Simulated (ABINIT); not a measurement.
An input for ABINIT 10.8.3 (KBr (Fm-3m)):

```
acell 3*1.0 Angstrom
rprim 
  0.000000000000 3.300000000000 3.300000000000
  3.300000000000 0.000000000000 3.300000000000
  3.300000000000 3.300000000000 0.000000000000
ntypat 2
znucl 19 35
natom 2
typat 1 2
xred 
  0.000000000000 0.000000000000 0.000000000000
  0.500000000000 0.500000000000 0.500000000000
pp_dirpath "pseudos"
pseudos "K.upf, Br.upf"
ecut 33
ngkpt 4 4 4
nshiftk 1
shiftk 0 0 0
kptopt 1
chksymbreak 0
istwfk *1
occopt 1
irdwfk 1
optdriver 3
nband 389
ecuteps 8.4
inclvkb 2
awtr 1
symchi 1
indata_prefix "in"
outdata_prefix "out"
tmpdata_prefix "tmp"
```

```sh
OMP_NUM_THREADS=1 mpirun -n 8 abinit run.abi > log
```

How long will it take on 8 MPI ranks of Arm Neoverse V2, shared host, and how much memory?

It took 96 s; on shared hardware allow 48 s to 3.2 min. Peak host memory was 3.8 GiB.

[Paths, hosts, dates, memory and timing lines, banners, echoed tables and standing remarks are left out of the program output.]

[Logs are printed without paths, hosts, clocks, repeated set-up lines and the standing remarks that a program may print on its own settings, such as how far it seeks lower states.]

[Runs of the session that timed out or met a known fault of the program may be left out.]

[Hosts, paths, dates, database ids (printed as entryN), source tags and the programs' standing remarks are cut or masked in the printed files.]

[G0W0 gaps are taken among the corrected bands and points alone; a level outside them can change the order at an edge.]

[Where Ansatz stands beside ABINIT at settings called matched, ABINIT's density can come from a denser mesh and the files from another edition; pairs whose starting gaps differed by over 0.03 eV were left out, so agreement reads better than it is.]
